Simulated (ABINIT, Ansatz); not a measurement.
# Al2O3 (Corundum): G0W0 on several meshes in ABINIT

Aim: the GW shift of Al2O3 (Corundum) against the k mesh.

Method: PBE and many-body steps on it, plane waves, in ABINIT 10.8.3.

Most raw output is cut from this account.

## 1. The starting structure

The structure is trigonal, space group R-3c (No. 167). The conventional cell has a = 4.760 Å, b = 4.760 Å, c = 12.996 Å, α = 90.00°, β = 90.00°, γ = 120.00°. Nearest to Al lie 6 O at 1.85 to 1.97 Å. Nearest to O lie 4 Al at 1.85 to 1.97 Å. Farther neighbours and most contacts between anions are not listed.

The cell and positions come from the Crystallography Open Database and are kept as given unless a step says otherwise.

## 2. Empty states on the mesh, 2×2×2 mesh, 178 bands

This step: ABINIT 10.8.3; DFT, PBE, plane waves, norm-conserving pseudopotentials.

The sums over transitions need many empty states on a uniform mesh; this step solves for them.

run.abi reads:

```
acell 3*1.0 Angstrom
rprim 
  2.380249999995 1.374237978213 4.331866666707
  -2.380249999995 1.374237978213 4.331866666707
  -0.000000000000 -2.748475956495 4.331866666685
ntypat 2
znucl 13 8
natom 10
typat 1 1 1 1 2 2 2 2 2 2
xred 
  0.352160000000 0.352160000000 0.352160000000
  0.147840000000 0.147840000000 0.147840000000
  0.647840000000 0.647840000000 0.647840000000
  0.852160000000 0.852160000000 0.852160000000
  0.556680000000 0.943320000000 0.250000000000
  0.250000000000 0.556680000000 0.943320000000
  0.943320000000 0.250000000000 0.556680000000
  0.443320000000 0.056680000000 0.750000000000
  0.750000000000 0.443320000000 0.056680000000
  0.056680000000 0.750000000000 0.443320000000
pp_dirpath "pseudos"
pseudos "Al.upf, O.upf"
ecut 36
ngkpt 2 2 2
nshiftk 1
shiftk 0 0 0
kptopt 1
chksymbreak 0
iscf -2
irdden 1
istwfk *1
nband 178
nbdbuf 16
tolwfr 1e-09
nstep 60
prtvol 0
indata_prefix "in"
outdata_prefix "out"
tmpdata_prefix "tmp"
```

Command:

```sh
$ OMP_NUM_THREADS=1 mpirun -n 4 abinit run.abi > log
```

Elapsed: 44 s, on 4 MPI ranks of Arm Neoverse V2, shared host; peak memory 0.41 GiB; 2.9 min of CPU time.

Numbers from this step:

* gap: 6.266 eV
* k of the valence top: 0, 0, 0
* k of the conduction bottom: 0, 0, 0
* least direct gap: 6.266 eV
* k points computed: 4
* lowest point of the top converged band, above the valence top: 69.1624 eV

On this mesh the gap is 6.266 eV.

The density comes from a self-consistent run that is not shown.

## 3. Screening, 2×2×2 mesh, 80 bands, screening to 114.3 eV

The RPA dielectric matrix is built and inverted for each q.

This step: RPA screening on PBE, plane waves, norm-conserving pseudopotentials.

run.abi, as its differences from that of step 2:

```diff
@@ -28,10 +28,11 @@
 chksymbreak 0
-iscf -2
-irdden 1
 istwfk *1
-nband 178
-nbdbuf 16
-tolwfr 1e-09
-nstep 60
-prtvol 0
+occopt 1
+irdwfk 1
+optdriver 3
+nband 80
+ecuteps 4.2
+inclvkb 2
+awtr 1
+symchi 1
 indata_prefix "in"
```

It took 15 s on 4 MPI ranks; peak memory 0.9 GiB; 58 s of CPU time.

Numbers from this step:

```yaml
eps_infinity_with_local_fields_on_this_mesh_along_the_program_s_q_direction: 3.098
the_same_without_local_fields: 3.286
plasma_frequency: 27.90 eV
plane_waves_in_the_screening_matrix: 235
```

Local fields lower ε∞ by 6 %. On a Γ-centred mesh this coarse the value itself is usually too large, while a short band sum pulls it down.

## 4. 2×2×2

The self-energy is evaluated for the states that the input lists, and the levels follow from it, in one-shot runs by the linearised quasiparticle equation.

This step: G0W0 on PBE, plane waves, norm-conserving pseudopotentials.

run.abi, as its differences from that of step 3:

```diff
@@ -31,8 +31,15 @@
 irdwfk 1
-optdriver 3
+optdriver 4
 nband 80
+gwcalctyp 0
+ecutsigx 36
+symsigma 1
+nkptgw 1
+kptgw 
+  0.0000000000 0.0000000000 0.0000000000
+bdgw 
+  22 26
 ecuteps 4.2
-inclvkb 2
-awtr 1
-symchi 1
+irdscr 1
+ppmodel 1
 indata_prefix "in"
```

Run time: 3.3 s. Hardware: 4 MPI ranks; peak memory 0.66 GiB; 13 s of CPU time.

This step gave:

| Property | Result |
| --- | --- |
| G0W0 gap on the points computed | 8.379 eV |
| starting gap on the mesh | 6.266 eV |
| k of the valence top | 0, 0, 0 |
| k of the conduction bottom | 0, 0, 0 |
| Z at the valence top | 0.825 |
| Z at the conduction bottom | 0.861 |
| least direct G0W0 gap on the computed points | 8.379 eV |

The gap on the mesh goes from 6.27 eV to 8.38 eV, a correction of +2.11 eV.

## 5. Empty states on the mesh, 4×4×4 mesh, 88 bands

This step: DFT, PBE, plane waves, norm-conserving pseudopotentials.

run.abi, as its differences from that of step 4:

```diff
@@ -23,3 +23,3 @@
 ecut 36
-ngkpt 2 2 2
+ngkpt 4 4 4
 nshiftk 1
@@ -28,18 +28,10 @@
 chksymbreak 0
+iscf -2
+irdden 1
 istwfk *1
-occopt 1
-irdwfk 1
-optdriver 4
-nband 80
-gwcalctyp 0
-ecutsigx 36
-symsigma 1
-nkptgw 1
-kptgw 
-  0.0000000000 0.0000000000 0.0000000000
-bdgw 
-  22 26
-ecuteps 4.2
-irdscr 1
-ppmodel 1
+nband 88
+nbdbuf 8
+tolwfr 1e-09
+nstep 60
+prtvol 0
 indata_prefix "in"
```

Wall time 64 s (4 MPI ranks); peak memory 0.41 GiB; 4.2 min of CPU time.

Numbers from this step:

```yaml
gap: 6.266 eV
k_of_the_valence_top: 0, 0, 0
k_of_the_conduction_bottom: 0, 0, 0
least_direct_gap: 6.266 eV
k_points_computed: 13
lowest_point_of_the_top_converged_band_above_the_valence_top: 36.68 eV
```

On this mesh the gap is 6.266 eV.

## 6. Screening, 4×4×4 mesh, 80 bands, screening to 114.3 eV

This step: RPA screening on PBE, plane waves, norm-conserving pseudopotentials.

run.abi, as its differences from that of step 5:

```diff
@@ -28,10 +28,11 @@
 chksymbreak 0
-iscf -2
-irdden 1
 istwfk *1
-nband 88
-nbdbuf 8
-tolwfr 1e-09
-nstep 60
-prtvol 0
+occopt 1
+irdwfk 1
+optdriver 3
+nband 80
+ecuteps 4.2
+inclvkb 2
+awtr 1
+symchi 1
 indata_prefix "in"
```

Elapsed: 2.2 min, on 4 MPI ranks; peak memory 2.1 GiB; 8.7 min of CPU time.

This step gave:

```
ε∞ with local fields, on this mesh, along the program's q direction : 3.024
the same without local fields                                       : 3.211
plasma frequency                                                    : 27.90 eV
plane waves in the screening matrix                                 : 235
```

## 7. 4×4×4

This step: G0W0 on PBE, plane waves, norm-conserving pseudopotentials.

run.abi, as its differences from that of step 6:

```diff
@@ -31,8 +31,15 @@
 irdwfk 1
-optdriver 3
+optdriver 4
 nband 80
+gwcalctyp 0
+ecutsigx 36
+symsigma 1
+nkptgw 1
+kptgw 
+  0.0000000000 0.0000000000 0.0000000000
+bdgw 
+  22 26
 ecuteps 4.2
-inclvkb 2
-awtr 1
-symchi 1
+irdscr 1
+ppmodel 1
 indata_prefix "in"
```

It took 6.3 s on 4 MPI ranks; peak memory 1.4 GiB.

Numbers from this step:

```
G0W0 gap on the points computed              : 8.495 eV
starting gap on the mesh                     : 6.266 eV
k of the valence top                         : 0, 0, 0
k of the conduction bottom                   : 0, 0, 0
Z at the valence top                         : 0.82
Z at the conduction bottom                   : 0.857
least direct G0W0 gap on the computed points : 8.495 eV
```

Against G0W0 in ABINIT (2×2×2 mesh, 80 bands, screening to 114.3 eV, Godby-Needs plasmon pole), the gap moves by +0.116 eV.

## 8. The runs together

Times are wall times on 4 MPI ranks of Arm Neoverse V2, shared host, good to a factor of about two. A run's time includes the screening step that it read.

| run | mesh | bands | screening cutoff (eV) | DFT gap (eV) | gap on the mesh (eV) | direct (eV) | ε∞ used | time |
| --- | --- | --- | --- | --- | --- | --- | --- | --- |
| 2×2×2 | 2×2×2 | 80 | 114.3 | 6.266 | 8.379 | 8.379 | 3.10 | 18 s |
| 4×4×4 | 4×4×4 | 80 | 114.3 | 6.266 | 8.495 | 8.495 | 3.02 | 2.3 min |

## 9. Summary of results

| Property | Result |
| --- | --- |
| 2×2×2 | 8.379 eV |
| 4×4×4 | 8.495 eV |
| known limits | not at the basis limit; coarse k mesh |

4×4×4: +0.116 eV against 2×2×2. Bands and cutoff are finite, so the gap is not at the basis limit. The miss can reach some tenths of an eV and take either sign; the mesh is an error of its own. In the first G0W0 run levels were corrected at 1 k point alone, so a gap called «on the mesh» is the least over those, and an edge elsewhere would be missed. The 2×2×2 mesh is coarse for this cell, which bears on the long-range parts of exchange and screening.

[Paths, hosts, dates, memory and timing lines, banners, echoed tables and standing remarks are left out of the program output.]

[Logs are printed without paths, hosts, clocks, repeated set-up lines and the standing remarks that a program may print on its own settings, such as how far it seeks lower states.]

[Runs of the session that timed out or met a known fault of the program may be left out.]

[No measured gap is set beside runs whose start may be inverted or whose files or cutoffs have a known fault.]

[Hosts, paths, dates, database ids (printed as entryN), source tags and the programs' standing remarks are cut or masked in the printed files.]

[G0W0 gaps are taken among the corrected bands and points alone; a level outside them can change the order at an edge.]

[Where Ansatz stands beside ABINIT at settings called matched, ABINIT's density can come from a denser mesh and the files from another edition; pairs whose starting gaps differed by over 0.03 eV were left out, so agreement reads better than it is.]
